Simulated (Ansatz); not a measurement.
# Sb (R-3m, 2 atoms in the cell): modes against uniaxial strain along c

Aim: how do the optical modes of Sb (R-3m, 2 atoms in the cell) shift and split under this strain?

Method: DFT LDA, scalar-relativistic, plane waves, PAW; PAW set soft_1, in Ansatz 0.2.0.

## Step 1: Starting point

The structure is trigonal, space group R-3m (No. 166). Conventional cell: a = 4.308 Å, b = 4.308 Å, c = 11.274 Å, α = 90.00°, β = 90.00°, γ = 120.00°. Sb has 3 Sb at 2.91 Å nearest.

## Step 2: Bringing the structure to rest

Harmonic phonons are second derivatives at a point where the forces vanish, and they are wanted at zero stress, so atoms and cell are relaxed first.

Contents of input.yaml:

```yaml
crystal:
  lattice:
    - [2.1542, 1.2437279499, 3.758]
    - [-2.1542, 1.2437279499, 3.758]
    - [0.0, -2.4874558998, 3.758]
  atoms:
    - { symbol: Sb, position: [0.23349, 0.23349, 0.23349] }
    - { symbol: Sb, position: [0.76651, 0.76651, 0.76651] }
kpoints:
  mp_grid: { grid: [12, 12, 12] }
hamiltonian:
  xc: lda
  pseudopotentials: { kind: paw, azcp: { folder: soft_1 }, xc_functional: pbe }
scf:
  occupations: { method: gaussian, width: 0.1 }
output:
  forces: true
  stress: true
  eigenvalues: true
  write_density: true
  write_potential: true
  elf: true
  volumetric_format: npy
relax:
  adjacent_minimum: "off"
  f_tol: 0.005
  max_steps: 80
  cell: { stress_tol: 0.05 }
```

Launch:

```console
$ ansatz run input.yaml --threads 4 --pin off --max-ram 10240MiB --backend cpu --events-out ev --progress --plain --runs-dir out
```

Numbers of over 12 decimals in the logs are rounded to 6 here.

What it wrote:

```text
Engine: ansatz 0.2.0, x86_64-unknown-linux-gnu
Pseudopotentials: kind: paw
Pseudopotential: Sb, paw, valence charge 15, recommended cutoff 420 eV (normal), soft_1/Sb.paw.azcp
Functional definition: SPW92
  exchange = slater_x
  correlation = pw_c
Crystal: 2 atoms, lattice volume = 60.411 Å³
Basis set: ecut = 420 eV, 1195 PW (Γ)
Bands: 19, of which v1, the nominal top of the filled ones, is band 15 counted from 1 (14 counted from 0)
Symmetry: 12 space group operations
Space group: R-3m (ITA 166), of the structure as read, at distance tolerance 3.9e-5 Å
k-points: 189 of 1728
Non-local potential: Sb, projectors of the file, l = 0: 2, l = 1: 2, l = 2: 2, l = 3: 1
PAW form: soft (Blöchl's): semilocal exchange-correlation on the pseudo side does not see the compensation charge
PAW frozen core: Sb, regenerated for the run's functional, and the local potential with it (the file was generated under x = pbe(κ = 0.804, μ = 0.219515), c = pbe(β = 0.066725))
PAW one-centre angular grid: Sb, 590 points (default); XC on 64 Gauss nodes
Initial density: superposition of atomic densities (chi_scale 0.1, normalization cell)
Initial wavefunctions: pseudopotential atomic-orbital guess
Functional: x = slater, c = lda
SCF iter   1: F=—  HF=-12671.787980 eV  |F-HF|=—  |Δ(HF+E_count)|=         —  Δρ=1.51e-2  dr2=1.13e-1  ethr=3.10e-3  ⟨swp⟩=6.1  Hψ=19486  notcnv=0
preconditioner: auto → none  [insulator: Δε(μ)=0.140 eV  Ē_g=8.702 eV  σ=0.100 eV  W_gap=0.63  n_scr=14 (ndim 8)  ℏωp=15.1 eV  f_vac=0.000  D(μ)=0.11/eV (n_scr^D=0)  ε∞_Penn≈4.0]
SCF iter   2: F=—  HF=-12671.762432 eV  |F-HF|=—  |Δ(HF+E_count)|=   2.55e-2  Δρ=6.87e-3  dr2=2.25e-2  ethr=3.77e-4  ⟨swp⟩=1.3  Hψ=5210  notcnv=0
SCF iter   3: F=—  HF=-12671.758721 eV  |F-HF|=—  |Δ(HF+E_count)|=   3.71e-3  Δρ=5.67e-4  dr2=1.67e-4  ethr=7.51e-5  ⟨swp⟩=2.3  Hψ=5368  notcnv=0
SCF iter   4: F=—  HF=-12671.758720 eV  |F-HF|=—  |Δ(HF+E_count)|=   8.48e-7  Δρ=2.75e-4  dr2=4.78e-5  ethr=5.56e-7  ⟨swp⟩=2.0  Hψ=6429  notcnv=0
SCF iter   5: F=—  HF=-12671.758707 eV  |F-HF|=—  |Δ(HF+E_count)|=   1.31e-5  Δρ=5.91e-5  dr2=1.52e-6  ethr=1.59e-7  ⟨swp⟩=2.4  Hψ=6010  notcnv=0
SCF iter   6: F=-12671.758706 eV  HF=-12671.758706 eV  |F-HF|=1.97e-8  |Δ(HF+E_count)|=   2.41e-7  Δρ=1.12e-5  dr2=5.69e-8  ethr=3.33e-10  ⟨swp⟩=11.1  Hψ=28781  notcnv=0
SCF 1 converged in 6 iterations: F = -12671.758706 eV  dr2 = 5.69e-8
  greatest PAW one-centre occupation: 0.997 electrons in one spin orbital (limit 2), on the Sb atom at site 1 (counted from 0), in its partial waves of l = 2
relax step   1: F+E_penalty+E_count = -12671.75870633 eV  Δ(F+E_penalty+E_count) = +0.000e0 eV  max|allowed force component| = 4.709e-2 eV/Å  Δτ_max = 0.0000 Å  P = -1.169 GPa  Ω = 60.411 Å³  (6 SCF iters, dr2 threshold 1.00e-7 eV, accepted)
Crystal: 2 atoms, lattice volume = 58.084 Å³
Basis set: ecut = 420 eV, 1141 PW (Γ)
Initial density: handed on by an earlier stage of this run
Initial wavefunctions: those handed on with the density
iter 1 solved again at ethr=2.02e-6 eV; its pass at ethr=3.10e-3 eV (dr2=6.06e-4 eV) is discarded
SCF iter   1: F=—  HF=-12671.766345 eV  |F-HF|=—  |Δ(HF+E_count)|=         —  Δρ=1.12e-3  dr2=5.59e-4  ethr=2.02e-6  ⟨swp⟩=2.7  Hψ=25244  notcnv=0
preconditioner: auto → none  [insulator: Δε(μ)=0.135 eV  Ē_g=8.849 eV  σ=0.100 eV  W_gap=0.62  n_scr=14 (ndim 8)  ℏωp=15.4 eV  f_vac=0.000  D(μ)=0.14/eV (n_scr^D=0)  ε∞_Penn≈4.0]
SCF iter   2: F=—  HF=-12671.766283 eV  |F-HF|=—  |Δ(HF+E_count)|=   6.19e-5  Δρ=4.99e-4  dr2=1.08e-4  ethr=1.86e-6  ⟨swp⟩=2.0  Hψ=6392  notcnv=0
SCF iter   3: F=—  HF=-12671.766288 eV  |F-HF|=—  |Δ(HF+E_count)|=   5.04e-6  Δρ=1.35e-4  dr2=1.19e-5  ethr=3.60e-7  ⟨swp⟩=2.0  Hψ=3988  notcnv=0
iter 4 did not close the SCF: its close was put off for the readings that it lacked (scf_convergence_deferred on its scf_iter line)
SCF iter   4: F=-12671.766285 eV  HF=-12671.766285 eV  |F-HF|=7.72e-9  |Δ(HF+E_count)|=   2.46e-6  Δρ=2.30e-5  dr2=1.29e-7  ethr=3.95e-8  ⟨swp⟩=2.0  Hψ=6429  notcnv=0
iter 5 did not close the SCF: its close was put off for the readings that it lacked (scf_convergence_deferred on its scf_iter line)
SCF iter   5: F=-12671.766285 eV  HF=-12671.766285 eV  |F-HF|=3.69e-9  |Δ(HF+E_count)|=   1.02e-8  Δρ=4.66e-6  dr2=6.73e-9  ethr=4.30e-10  ⟨swp⟩=2.9  Hψ=6749  notcnv=0
SCF iter   6: F=-12671.766285 eV  HF=-12671.766285 eV  |F-HF|=2.91e-11  |Δ(HF+E_count)|=   1.80e-9  Δρ=4.31e-7  dr2=7.27e-11  ethr=2.24e-11  ⟨swp⟩=6.4  Hψ=20686  notcnv=0
SCF 2 converged in 6 iterations: F = -12671.766285 eV  dr2 = 7.27e-11
relax step   2: F+E_penalty+E_count = -12671.76628530 eV  Δ(F+E_penalty+E_count) = -7.579e-3 eV  max|allowed force component| = 8.291e-2 eV/Å  Δτ_max = 0.0173 Å  P = +0.677 GPa  Ω = 58.084 Å³  energy of the carried Pulay correction = +3.294e-4 eV  (6 SCF iters, dr2 threshold 2.00e-7 eV, accepted)
Crystal: 2 atoms, lattice volume = 58.458 Å³
Basis set: ecut = 420 eV, 1153 PW (Γ)
iter 1 solved again at ethr=3.67e-7 eV; its pass at ethr=3.10e-3 eV (dr2=1.10e-4 eV) is discarded
SCF iter   1: F=—  HF=-12671.768887 eV  |F-HF|=—  |Δ(HF+E_count)|=         —  Δρ=3.85e-4  dr2=9.25e-5  ethr=3.67e-7  ⟨swp⟩=2.9  Hψ=24486  notcnv=0
preconditioner: auto → none  [insulator: Δε(μ)=0.130 eV  Ē_g=8.808 eV  σ=0.100 eV  W_gap=0.54  n_scr=14 (ndim 8)  ℏωp=15.4 eV  f_vac=0.001  D(μ)=0.12/eV (n_scr^D=0)  ε∞_Penn≈4.0]
SCF iter   2: F=—  HF=-12671.768867 eV  |F-HF|=—  |Δ(HF+E_count)|=   2.00e-5  Δρ=1.71e-4  dr2=1.44e-5  ethr=3.08e-7  ⟨swp⟩=1.8  Hψ=4381  notcnv=0
SCF iter   3: F=—  HF=-12671.768866 eV  |F-HF|=—  |Δ(HF+E_count)|=   1.51e-6  Δρ=2.84e-5  dr2=2.71e-7  ethr=4.81e-8  ⟨swp⟩=2.4  Hψ=4799  notcnv=0
iter 4 did not close the SCF: its close was put off for the readings that it lacked (scf_convergence_deferred on its scf_iter line)
SCF iter   4: F=-12671.768866 eV  HF=-12671.768866 eV  |F-HF|=7.71e-9  |Δ(HF+E_count)|=   2.83e-8  Δρ=9.14e-6  dr2=2.62e-8  ethr=9.02e-10  ⟨swp⟩=2.0  Hψ=6429  notcnv=0
iter 5 did not close the SCF: its close was put off for the readings that it lacked (scf_convergence_deferred on its scf_iter line)
SCF iter   5: F=-12671.768866 eV  HF=-12671.768866 eV  |F-HF|=2.01e-9  |Δ(HF+E_count)|=  1.60e-10  Δρ=1.65e-6  dr2=2.19e-9  ethr=8.73e-11  ⟨swp⟩=2.1  Hψ=5844  notcnv=0
SCF iter   6: F=-12671.768866 eV  HF=-12671.768866 eV  |F-HF|=1.82e-12  |Δ(HF+E_count)|=  8.73e-10  Δρ=2.06e-7  dr2=1.17e-11  ethr=7.31e-12  ⟨swp⟩=5.5  Hψ=20401  notcnv=0
SCF 3 converged in 6 iterations: F = -12671.768866 eV  dr2 = 1.17e-11
relax step   3: F+E_penalty+E_count = -12671.76886558 eV  Δ(F+E_penalty+E_count) = -2.580e-3 eV  max|allowed force component| = 2.801e-2 eV/Å  Δτ_max = 0.0042 Å  P = +0.093 GPa  Ω = 58.458 Å³  energy of the carried Pulay correction = +2.755e-4 eV  (6 SCF iters, dr2 threshold 2.00e-7 eV, accepted)
[...]
relax step   4: F+E_penalty+E_count = -12671.76902439 eV  Δ(F+E_penalty+E_count) = -1.588e-4 eV  max|allowed force component| = 4.573e-2 eV/Å  Δτ_max = 0.0104 Å  P = -0.077 GPa  Ω = 58.350 Å³  energy of the carried Pulay correction = +2.911e-4 eV  (5 SCF iters, dr2 threshold 9.29e-8 eV, accepted)
[...]
relax step   5: F+E_penalty+E_count = -12671.76926490 eV  Δ(F+E_penalty+E_count) = -2.405e-4 eV  max|allowed force component| = 6.460e-3 eV/Å  Δτ_max = 0.0051 Å  P = +0.009 GPa  Ω = 58.355 Å³  energy of the carried Pulay correction = +2.903e-4 eV  (4 SCF iters, dr2 threshold 1.31e-7 eV, accepted)
[...]
relax step   6: F+E_penalty+E_count = -12671.76929372 eV  Δ(F+E_penalty+E_count) = -2.883e-5 eV  max|allowed force component| = 6.247e-4 eV/Å  Δτ_max = 0.0001 Å  P = +0.005 GPa  Ω = 58.369 Å³  energy of the carried Pulay correction = +2.883e-4 eV  (3 SCF iters, dr2 threshold 1.62e-8 eV, accepted)
Initial wavefunctions: pseudopotential atomic-orbital guess (no wavefunctions were taken with the density)
iter 1 solved again at ethr=4.78e-7 eV; its pass at ethr=3.10e-3 eV (dr2=1.43e-4 eV) is discarded
SCF iter   1: F=—  HF=-12671.769027 eV  |F-HF|=—  |Δ(HF+E_count)|=         —  Δρ=3.95e-5  dr2=2.49e-7  ethr=4.78e-7  ⟨swp⟩=3.2  Hψ=28762  notcnv=0
SCF iter   2: F=—  HF=-12671.769027 eV  |F-HF|=—  |Δ(HF+E_count)|=   4.86e-7  Δρ=1.95e-5  dr2=4.90e-8  ethr=8.29e-10  ⟨swp⟩=2.6  Hψ=6565  notcnv=0
SCF iter   3: F=—  HF=-12671.769027 eV  |F-HF|=—  |Δ(HF+E_count)|=   3.47e-9  Δρ=3.34e-6  dr2=3.36e-9  ethr=1.63e-10  ⟨swp⟩=2.0  Hψ=5793  notcnv=0
SCF iter   4: F=—  HF=-12671.769027 eV  |F-HF|=—  |Δ(HF+E_count)|=  7.08e-10  Δρ=9.00e-7  dr2=3.95e-10  ethr=1.12e-11  ⟨swp⟩=2.0  Hψ=6346  notcnv=0
SCF iter   5: F=—  HF=-12671.769027 eV  |F-HF|=—  |Δ(HF+E_count)|=  6.73e-11  Δρ=3.35e-7  dr2=8.02e-11  ethr=1.32e-12  ⟨swp⟩=2.4  Hψ=4278  notcnv=0
SCF iter   6: F=-12671.769027 eV  HF=-12671.769027 eV  |F-HF|=0.00e0  |Δ(HF+E_count)|=  2.73e-11  Δρ=6.02e-8  dr2=2.73e-12  ethr=1.00e-12  ⟨swp⟩=6.1  Hψ=16742  notcnv=0
SCF 7 converged in 6 iterations: F = -12671.769027 eV  dr2 = 2.73e-12
relax step   7: F+E_penalty+E_count = -12671.76902721 eV  Δ(F+E_penalty+E_count) = +2.665e-4 eV  max|allowed force component| = 7.448e-4 eV/Å  Δτ_max = 0.0000 Å  P = +0.003 GPa  Ω = 58.369 Å³  stress off target by 3.59e-3 GPa  SCF on the basis re-selected at this cell (its energy is not comparable with the rows above)  (6 SCF iters)
basis re-selected at this cell: Δ(F+E_penalty+E_count) = +2.665e-4 eV, ΔP = -0.002 GPa vs the last step (what re-selecting the basis moved, of the pressure what is left beyond the Pulay correction that the steps carried, after the strain that the cell walked since its last selection, with what the two solves' SCF thresholds leave and, on support functions, any second-order correction that the steps lacked; it is no measure of the basis error at this ecutwfc). The dense FFT grid was sized anew with the basis: this SCF ran on 30×30×30 points, the steps before it on 32×32×32, so part of this shift can come from that change (see relax.cell in the input reference). [rest of the remark cut]
SCF converged after 6 iterations
Free energy (F): -12671.769027 eV
Harris-Foulkes:  -12671.769027 eV  (|F-HF|=0.00e0)
Internal energy: -12671.768403 eV  (E = F + TS)
E sigma→0 (E₀):  -12671.768715 eV
Entropy (-TS):   -0.000624 eV (-0.312 meV/atom)
Fermi energy:    10.415979 eV
--- Per-component energies (eV) ---
  E_band       = -325.092371
  E_kinetic    = 328.813476
  E_local      = -3115.529862  (includes V_loc(G=0)·N_el)
  E_nonlocal   = 787.603621
  E_hartree    = 1287.965623
  E_xc         = -198.072865
  E_vxc        = -183.706096  (∫ρ·V_xc dr)
  E_paw        = -8789.639819  (= ΣΔE_a)
  E_vpaw       = -718.204953  (= ΣTr[D̂ρ^β])
  E_aug_tail   = 0.000249  (compensation charges beyond the density's cutoff)
  E_ewald      = -2974.026447
  E_core_change = 1.117622  (= ΣΔE_core)
  E_smearing   = -0.000624  (= −TS)
  E_closure    = -0.000000  (closes the sum)
  Σ components = -12671.769027   (vs F -12671.769027, Δ=0.00e0)
--- Forces (eV/Å), atoms counted from 1 ---
  atom   1  Sb     0.00000000     0.00000000     0.00074479
  atom   2  Sb    -0.00000000    -0.00000000    -0.00074479
  max |Σ_I F_I| component: 5.78e-19 eV/Å
--- Stress (GPa, compression-positive) ---
        0.002597      -0.000000      -0.000000
       -0.000000       0.002597      -0.000000
       -0.000000      -0.000000       0.003591
  P = ⅓ Tr σ = 0.0029 GPa (0.029 kbar)
--- Band table (eV; the first three rows and the last of 189) ---
  k-point 0: bands = [... 11 lower, 5.7093, 8.4777, 8.6172, 8.6172, 12.8275, 13.3120, 13.3120, 15.5323]
  k-point 1: bands = [... 11 lower, 5.3215, 8.5006, 8.6089, 8.8075, 12.7320, 13.0843, 13.0845, 15.2170]
  k-point 2: bands = [... 11 lower, 4.4372, 8.5223, 8.5941, 9.1786, 12.3561, 12.5217, 12.5436, 15.0609]
  k-point 188: bands = [... 11 lower, 1.1842, 9.1954, 9.1954, 9.9898, 10.4081, 10.4081, 11.4053, 17.8437]
--- Relaxed structure (6 steps of the walk, 6 accepted, 1 SCFs on fresh bases) ---
  F+E_penalty+E_count = -12671.76902721 eV   max|allowed force component| = 7.448e-4 eV/Å   (the final SCF, on the basis selected at the relaxed cell)
  cell:  # Å, volume = 58.3689 Å³
    - [2.147247, 1.239714, 3.654488]
    - [-2.147247, 1.239714, 3.654488]
    - [0, -2.479427, 3.654488]
  atoms:
    - { symbol: Sb, position: [0.235874, 0.235874, 0.235874] }
    - { symbol: Sb, position: [0.764126, 0.764126, 0.764126] }
```

It took 48 s on 4 threads of Intel Xeon at 2.50GHz (Skylake/Cascade Lake), shared host; peak memory 0.52 GiB; 2.9 min of CPU time.

Step by step:

| step | energy less that of the first step (eV) | largest force component (eV/Å) | pressure (GPa) | volume (Å³) |
| --- | --- | --- | --- | --- |
| 1 | 0.0000 | 0.0471 | -1.17 | 60.41 |
| 2 | -0.0076 | 0.0829 | 0.68 | 58.08 |
| 3 | -0.0102 | 0.0280 | 0.09 | 58.46 |
| 4 | -0.0103 | 0.0457 | -0.08 | 58.35 |
| 5 | -0.0106 | 0.0065 | 0.01 | 58.35 |
| 6 | -0.0106 | 0.0006 | 0.01 | 58.37 |
| 7* | -0.0103 | 0.0007 | 0.00 | 58.37 |

Relaxation steps marked * repeat the geometry before them on a plane-wave basis chosen anew for their cell, so energy and pressure can jump there.

The run keeps the 12 symmetry operations that it works with, so distortions that break them were not tested.

| conventional cell, symmetrised | before | after | change |
| --- | --- | --- | --- |
| a (Å) | 4.308 | 4.294 | -0.3 % |
| b (Å) | 4.308 | 4.294 | -0.3 % |
| c (Å) | 11.274 | 10.963 | -2.8 % |
| volume (Å³/atom) | 30.21 | 29.18 | -3.4 % |

The atoms that moved most (Å, as changes of fractional coordinates times the final cell):

| atom | dx | dy | dz | length |
| --- | --- | --- | --- | --- |
| Sb1 | 0.000 | 0.000 | 0.026 | 0.026 |
| Sb2 | 0.000 | 0.000 | -0.026 | 0.026 |

Final coordinates:

```xyz
2
Lattice="2.1472 1.2397 3.6545 -2.1472 1.2397 3.6545 0.0000 -2.4794 3.6545" Properties=species:S:1:pos:R:3 pbc="T T T"
Sb    0.0000    0.0000    2.5860
Sb    0.0000    0.0000    8.3775
```

Numbers from this step:

```yaml
pressure: 0.002929 GPa
volume_per_atom: 29.18 Å³
gap_on_the_k_mesh: 0 eV
```

Valence density in the ac plane of the conventional cell at fractional y = 0.000, with atoms of Sb within 0.2 Å of it. It is the smooth field of the valence electrons, not physical close to the nuclei.

Ten steps, logarithmic in the rise over the least value, from '0' (0 e/Å³) to '9' (14 e/Å³), each cell a mean:
```
00000111110000
00001111111000
11111111111111
43221111111233
87532111112368
98632100012479
87521000012368
43211000011234
11111111111111
00001112111000
00001122211000
00001222211000
00001222211000
00001122211000
00001111111000
22111111111112
54321000011245
98531100012478
98632100112479
76421111112356
22211111111222
11111112111111
00001111110000
00000111110000
```
Columns run along a (4.3 Å), rows up along c (11.0 Å), edges of the conventional cell, whose origin can differ from the input's. Atoms in or near the plane, at fractional coordinates: Sb at (0.00, 0.24), Sb at (0.00, 0.76).

Electrostatic potential energy in the ac plane of the conventional cell at fractional y = 0.000, with atoms of Sb within 0.2 Å of it. With pseudopotentials it is smooth inside the atoms' cores, unlike the true potential.

Ten even steps from '0' (-30 eV) to '9' (14 eV), each cell a mean:
```
99999999999999
99999888899999
88999888899998
34789988998864
00268999998410
00058999997200
00268999998410
45789999999864
89999999999999
99999988899999
99999888899999
99999888899999
99999888899999
99999888899999
99999988899999
88899999999988
12589999998742
00158999997300
00158999997300
01378999998520
67889988899876
99999888899999
99999988899999
99999999999999
```
Columns run along a (4.3 Å; values clipped at the 3rd and 97th percentile), rows up along c (11.0 Å), edges of the conventional cell, whose origin can differ from the input's. Atoms in or near the plane, at fractional coordinates: Sb at (0.00, 0.24), Sb at (0.00, 0.76).

ELF in the ac plane of the conventional cell at fractional y = 0.000, with atoms of Sb within 0.2 Å of it. It is the smooth field of the valence electrons, not physical close to the nuclei.

Ten even steps from '_' (0.03) to '@' (0.62), each cell a mean:
```
______..--++****++==::..____
::::::--++**####****==--::::
++++++****##****####****++++
++++**######******##%%##**++
..::++####**====++####**--..
__..==**##==::..--**##++::__
..--++##**--....::++##**==::
**##%%##++--::------**######
%%##**====++****++====++**%%
::::::--++**######**==::::::
____..--++##%%%%%%##==::____
____..--**%%@@@@@@##++::____
____..--**%%@@@@@@##++::____
____..--++##%%%%##**==::..__
====----==**######++------==
%%%%##++====++++======**%%%%
++**####++--::..::==**####++
__..++##**==....::++##**--..
__..==**##++--::==**##++::__
::--++##%%**++++**##%%**==--
++****######****########**++
======++****##**##**++++====
......::==****##**++--::....
______..--==++**++==::..____
```
Columns run along a (4.3 Å), rows up along c (11.0 Å), edges of the conventional cell, whose origin can differ from the input's. Atoms in or near the plane, at fractional coordinates: Sb at (0.00, 0.24), Sb at (0.00, 0.76).

In this step the volume went from 30.21 to 29.18 Å³/atom.

## Step 3: Tight relaxation

Phonons need small forces and stress, so the relaxation is finished with tight tolerances on 12×12×12 k points.

input.yaml, the sections that differ from step 2:

```yaml
crystal:
  lattice:
    - [2.1472471412, 1.239713715, 3.6544875606]
    - [-2.1472471412, 1.239713715, 3.6544875606]
    - [0.0, -2.4794274299, 3.6544875606]
  atoms:
    - { symbol: Sb, position: [0.2358739068, 0.2358739068, 0.2358739068] }
    - { symbol: Sb, position: [0.7641260932, 0.7641260932, 0.7641260932] }
scf:
  occupations: { method: methfessel_paxton, width: 0.2 }
output:
  forces: true
  stress: true
  eigenvalues: true
relax:
  adjacent_minimum: "off"
  f_tol: 0.001
  max_steps: 60
  cell: { stress_tol: 0.01 }
# kpoints, hamiltonian: as in step 2
```

What it wrote:

```text
[...]
Crystal: 2 atoms, lattice volume = 58.369 Å³
Basis set: ecut = 420 eV, 1153 PW (Γ)
Bands: 19, of which v1, the nominal top of the filled ones, is band 15 counted from 1 (14 counted from 0)
Symmetry: 12 space group operations
[...]
k-points: 189 of 1728
[...]
k-point 188: bands = [... 11 lower, 1.1847, 9.1858, 9.1858, 9.9779, 10.4032, 10.4032, 11.4000, 17.8341]
--- Relaxed structure (3 steps of the walk, 3 accepted, 1 SCFs on fresh bases) ---
[...]
cell:  # Å, volume = 58.3919 Å³
    - [2.147724, 1.239989, 3.654304]
    - [-2.147724, 1.239989, 3.654304]
    - [0, -2.479978, 3.654304]
  atoms:
    - { symbol: Sb, position: [0.235812, 0.235812, 0.235812] }
    - { symbol: Sb, position: [0.764188, 0.764188, 0.764188] }
[key lines of the parts left out:]
SCF converged after 7 iterations
Free energy (F): -12671.767921 eV
Fermi energy:    10.434636 eV
P = ⅓ Tr σ = -0.0009 GPa (-0.009 kbar)
```

Run time: 25 s. Hardware: 4 threads; peak memory 0.51 GiB; 92 s of CPU time.

Little changed from the start: no atom moved by 0.005 Å and no cell edge by 0.1 %.

Numbers from this step:

* pressure: -8.60e-4 GPa
* volume per atom: 29.20 Å³

The largest force component left is 0.32 meV/Å and the pressure is -0.001 GPa, within the tolerances set. The cell now holds 29.20 Å³/atom.

[end of part 1 of 2]

[Logs are printed without paths, hosts, clocks, repeated set-up lines and the standing remarks that a program may print on its own settings, such as how far it seeks lower states.]

[Hosts, paths, dates, database ids (printed as entryN), source tags and the programs' standing remarks are cut or masked in the printed files.]
